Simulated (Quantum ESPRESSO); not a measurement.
# FeI2: which magnetic order is lowest

Aim: find out which collinear order of FeI2 costs least.

Calculated with Quantum ESPRESSO 7.5; PBEsol with U = 4.5 eV on Fe d (ortho-atomic projectors); plane waves with GBRV 1.5 PBEsol potentials, no spin-orbit coupling.

The database entry behind the starting cell has ideal inner coordinates that were not refined, so it need not match the best structure at ambient conditions.

### 1. Starting point

Symmetry: P-3m1, No. 164, trigonal system. Conventional cell: a = 4.040 Å, b = 4.040 Å, c = 6.750 Å, α = 90.00°, β = 90.00°, γ = 120.00°. Nearest to Fe lie 6 I at 2.88 Å. Nearest to I lie 3 Fe at 2.88 Å. Farther neighbours and most contacts between anions are not listed.

Structure file:

```cif
data_structure
_symmetry_space_group_name_H-M 'P 1'
_symmetry_Int_Tables_number 1
_cell_length_a 4.0400
_cell_length_b 4.0400
_cell_length_c 6.7500
_cell_angle_alpha 90.000
_cell_angle_beta 90.000
_cell_angle_gamma 120.000
_cell_volume 95.41
loop_
_atom_site_label
_atom_site_type_symbol
_atom_site_fract_x
_atom_site_fract_y
_atom_site_fract_z
_atom_site_occupancy
Fe1 Fe 0.00000 0.00000 0.00000 1
I2 I 0.33333 0.66667 0.25000 1
I3 I 0.66667 0.33333 0.75000 1
```

The cell comes from the Crystallography Open Database.

### 2. Run 1, typed as ferro +

The signs are those of the starting moments on the seeded atoms, the atoms that are given a moment.

Input file pw.in:

```
&CONTROL
  calculation = 'scf'
  prefix = 'pwscf'
  outdir = './tmp'
  pseudo_dir = './pseudo'
  disk_io = 'nowf'
/
&SYSTEM
  ibrav = 0
  celldm(1) = 8
  nat = 3
  ntyp = 2
  ecutwfc = 40
  ecutrho = 280
  nbnd = 24
  occupations = 'smearing'
  smearing = 'fd'
  degauss = 0.00367493
  nspin = 2
  starting_magnetization(1) = 0.25
  starting_magnetization(2) = 0
/
&ELECTRONS
  conv_thr = 6d-09
  electron_maxstep = 150
  mixing_beta = 0.3
/
ATOMIC_SPECIES
Fe     55.8450 fe_pbesol_v1.5.uspp.F.UPF
I     126.9045 i_pbesol_v1.uspp.F.UPF
CELL_PARAMETERS alat
   0.9543116929360    0.0000000000000    0.0000000000000
  -0.4771558464680    0.8264581692137    0.0000000000000
   0.0000000000000    0.0000000000000    1.5944564176530
ATOMIC_POSITIONS crystal
Fe      0.0000000000    0.0000000000    0.0000000000
I       0.3333333333    0.6666666667    0.2500000000
I       0.6666666667    0.3333333333    0.7500000000
K_POINTS automatic
6 6 6 0 0 0
HUBBARD {ortho-atomic}
U Fe-3d 4.5000
```

Started as:

```sh
OMP_NUM_THREADS=1 mpirun -n 4 pw.x -nk 4 -in pw.in > pw.out
```

The program printed:

```text
Program PWSCF v.7.5 starts

     Message from routine setup:
     using ibrav=0 with symmetry is DISCOURAGED, use correct ibrav instead

     K-points division:     npool     =       4
     Subspace diagonalization in iterative solution of the eigenvalue problem:

     G-vector sticks info
     --------------------
     sticks:   dense  smooth     PW     G-vecs:    dense   smooth      PW
     Sum        1135     649    199                50917    21951    3647

     Using Slab Decomposition

     bravais-lattice index     =            0
     lattice parameter (alat)  =       8.0000  a.u.
     unit-cell volume          =     643.8634 (a.u.)^3
     number of atoms/cell      =            3
     number of atomic types    =            2
     number of electrons       =        30.00
     number of Kohn-Sham states=           24
     kinetic-energy cutoff     =      40.0000  Ry
     charge density cutoff     =     280.0000  Ry
     scf convergence threshold =      6.0E-09
     mixing beta               =       0.3000
     number of iterations used =            8  plain     mixing
     Exchange-correlation= SLA  PW   PSX  PSC
                           (   1   4  10   8   0   0   0)
     Hubbard projectors: ortho-atomic
     Hubbard parameters of DFT+U (Dudarev formulation) in eV:
     U(Fe-3d) =  4.5000

     Internal variables: lda_plus_u =T, lda_plus_u_kind = 0

     Internal variables: orbital_resolved =F, hub_pot_fix =F, apply_U = F

     celldm(1)=   8.000000  celldm(2)=   0.000000  celldm(3)=   0.000000
     celldm(4)=   0.000000  celldm(5)=   0.000000  celldm(6)=   0.000000

     crystal axes: (cart. coord. in units of alat)
               a(1) = (   0.954312   0.000000   0.000000 )
               a(2) = (  -0.477156   0.826458   0.000000 )
               a(3) = (   0.000000   0.000000   1.594456 )

     reciprocal axes: (cart. coord. in units 2 pi/alat)
               b(1) = (  1.047876  0.604991 -0.000000 )
               b(2) = (  0.000000  1.209983  0.000000 )
               b(3) = (  0.000000 -0.000000  0.627173 )

     PseudoPot. # 1 for Fe read from file:
     fe_pbesol_v1.5.uspp.F.UPF
     Pseudo is Ultrasoft + core correction, Zval = 16.0
     Generated by new atomic code, or converted to UPF format
     Using radial grid of  861 points,  6 beta functions with:
                l(1) =   0
                l(2) =   0
                l(3) =   1
                l(4) =   1
                l(5) =   2
                l(6) =   2
     Q(r) pseudized with  8 coefficients,  rinner =    1.000   1.000   1.000
                                                       1.000   1.000

     PseudoPot. # 2 for I  read from file:
     i_pbesol_v1.uspp.F.UPF
     Pseudo is Ultrasoft + core correction, Zval =  7.0
     Generated by new atomic code, or converted to UPF format
     Using radial grid of  893 points,  6 beta functions with:
                l(1) =   0
                l(2) =   0
                l(3) =   1
                l(4) =   1
                l(5) =   2
                l(6) =   2
     Q(r) pseudized with  8 coefficients,  rinner =    1.500   1.500   1.500
                                                       1.500   1.500

     atomic species   valence    mass     pseudopotential
     Fe               16.00    55.84500     Fe( 1.00)
     I                 7.00   126.90450     I ( 1.00)

     Starting magnetic structure
     atomic species   magnetization
     Fe              0.250
     I               0.000

     12 Sym. Ops., with inversion, found

   Cartesian axes

     site n.     atom                  positions (alat units)
         1        Fe     tau(   1) = (   0.0000000   0.0000000   0.0000000  )
         2        I      tau(   2) = (  -0.0000000   0.5509721   0.3986141  )
         3        I      tau(   3) = (   0.4771558   0.2754861   1.1958423  )

     number of k points=    34  Fermi-Dirac smearing, width (Ry)=  0.0037
                       cart. coord. in units 2pi/alat
        k(    1) = (   0.0000000   0.0000000   0.0000000), wk =   0.0046296
        k(    2) = (   0.0000000   0.0000000   0.1045288), wk =   0.0092593
        k(    3) = (   0.0000000   0.0000000   0.2090577), wk =   0.0092593
        k(    4) = (   0.0000000   0.0000000  -0.3135865), wk =   0.0046296
        k(    5) = (   0.0000000   0.2016638   0.0000000), wk =   0.0277778
        [... 29 further k-points ...]

     Dense  grid:    50917 G-vectors     FFT dimensions: (  45,  45,  72)

     Smooth grid:    21951 G-vectors     FFT dimensions: (  32,  32,  54)

     Check: negative core charge=   -0.000011
     Generating pointlists ...
     new r_m :   0.2805 (alat units)  2.2442 (a.u.) for type    1
     new r_m :   0.2805 (alat units)  2.2442 (a.u.) for type    2

     Initial potential from superposition of free atoms

     starting charge      28.9998, renormalised to      30.0000

     STARTING HUBBARD OCCUPATIONS:

     =================== HUBBARD OCCUPATIONS ===================
     ------------------------ ATOM    1 ------------------------
     Tr[ns(  1)] (up, down, total) =   5.00000  0.00000  5.00000
     Atomic magnetic moment for atom   1 =   5.00000
     [... lines left out ...]
     Number of occupied Hubbard levels =    5.0000

     Atomic wfc used for Hubbard projectors are orthogonalized

     Starting wfcs are   21 randomized atomic wfcs +    3 random wfcs

     Self-consistent Calculation

     iteration #  1     ecut=    40.00 Ry     beta= 0.30
     Davidson diagonalization with overlap
     ethr =  1.00E-02,  avg # of iterations =  5.7

     =================== HUBBARD OCCUPATIONS ===================
     ------------------------ ATOM    1 ------------------------
     Tr[ns(  1)] (up, down, total) =   4.94363  1.10074  6.04438
     Atomic magnetic moment for atom   1 =   3.84289
     [... lines left out ...]
     Number of occupied Hubbard levels =    6.0444

     Threshold (ethr) on eigenvalues was too large:
     Diagonalizing with lowered threshold

     Davidson diagonalization with overlap
     ethr =  6.42E-04,  avg # of iterations =  1.4

     total energy              =    -380.24932217 Ry
     estimated scf accuracy    <       0.20828871 Ry

     total magnetization       =     4.00 Bohr mag/cell
     absolute magnetization    =     4.07 Bohr mag/cell

     iteration #  2     ecut=    40.00 Ry     beta= 0.30
     Davidson diagonalization with overlap
     ethr =  6.94E-04,  avg # of iterations =  2.1

     total energy              =    -380.29194853 Ry
     estimated scf accuracy    <       0.04133292 Ry

     total magnetization       =     4.00 Bohr mag/cell
     absolute magnetization    =     4.02 Bohr mag/cell

     iteration #  3     ecut=    40.00 Ry     beta= 0.30
     Davidson diagonalization with overlap
     ethr =  1.38E-04,  avg # of iterations =  2.0

     total energy              =    -380.30231781 Ry
     estimated scf accuracy    <       0.02035831 Ry

     total magnetization       =     4.00 Bohr mag/cell
     absolute magnetization    =     4.03 Bohr mag/cell

     [... further iterations left out ...]

     iteration # 14     ecut=    40.00 Ry     beta= 0.30
     Davidson diagonalization with overlap
     ethr =  9.87E-09,  avg # of iterations =  1.7

     total energy              =    -380.32031124 Ry
     estimated scf accuracy    <       0.00000006 Ry

     total magnetization       =     4.00 Bohr mag/cell
     absolute magnetization    =     4.03 Bohr mag/cell

     iteration # 15     ecut=    40.00 Ry     beta= 0.30
     Davidson diagonalization with overlap
     ethr =  2.04E-10,  avg # of iterations =  4.9

     total energy              =    -380.32031139 Ry
     estimated scf accuracy    <       0.00000003 Ry

     total magnetization       =     4.00 Bohr mag/cell
     absolute magnetization    =     4.03 Bohr mag/cell

     iteration # 16     ecut=    40.00 Ry     beta= 0.30
     Davidson diagonalization with overlap
     ethr =  1.10E-10,  avg # of iterations =  2.1

     total energy              =    -380.32031154 Ry
     estimated scf accuracy    <       0.00000001 Ry

     total magnetization       =     4.00 Bohr mag/cell
     absolute magnetization    =     4.03 Bohr mag/cell

     iteration # 17     ecut=    40.00 Ry     beta= 0.30
     Davidson diagonalization with overlap
     ethr =  4.97E-11,  avg # of iterations =  2.1

     Magnetic moment per site  (integrated on atomic sphere of radius R)
     atom   1 (R=0.281)  charge= 14.6352  magn=  3.6280
     atom   2 (R=0.281)  charge=  4.5347  magn=  0.1073
     atom   3 (R=0.281)  charge=  4.5347  magn=  0.1073

     End of self-consistent calculation

     =================== HUBBARD OCCUPATIONS ===================
     ------------------------ ATOM    1 ------------------------
     Tr[ns(  1)] (up, down, total) =   4.95202  1.29122  6.24324
     Atomic magnetic moment for atom   1 =   3.66079
     [... lines left out ...]
     Number of occupied Hubbard levels =    6.2432

     [... lines left out ...]
     the Fermi energy is     5.5661 ev

!    total energy              =    -380.32031164 Ry
     estimated scf accuracy    <          9.0E-10 Ry
     smearing contrib. (-TS)   =      -0.00202631 Ry
     internal energy E=F+TS    =    -380.31828532 Ry

     The total energy is F=E-TS. E is the sum of the following terms:
     one-electron contribution =    -254.70474247 Ry
     hartree contribution      =     136.28946713 Ry
     xc contribution           =    -124.68000210 Ry
     ewald contribution        =    -137.34007813 Ry
     Hubbard energy            =       0.11707025 Ry

     total magnetization       =     4.00 Bohr mag/cell
     absolute magnetization    =     4.03 Bohr mag/cell

     convergence has been achieved in  17 iterations

=------------------------------------------------------------------------------=
   JOB DONE.
=------------------------------------------------------------------------------=
```

Elapsed: 28 s, on 4 MPI ranks of Arm Neoverse V2, shared host; peak memory 0.53 GiB.

Spin moment in the atom's sphere by atom:

| atom | spin moment in the atom's sphere (μB) |
| --- | --- |
| Fe1 | 3.63 |
| I2 | 0.11 |
| I3 | 0.11 |

Numbers from this step:

* smearing term TS: 0.02757 eV
* magnetization: 4 μB
* absolute magnetization: 4.028 μB
* final state: ferromagnetic

(Part 1 of 2 ends here.)

[Logs and program files are shortened in this print: banners, set-up blocks, solver, clock and traceback lines can be left out without a mark of their own.]

[Logs are printed without paths, hosts, clocks, repeated set-up lines and the standing remarks that a program may print on its own settings, such as how far it seeks lower states.]

[Hosts, paths, dates, database ids (printed as entryN), source tags and the programs' standing remarks are cut or masked in the printed files.]

[Where a cell is said to come from a database of computed structures, the database is the Materials Project.]
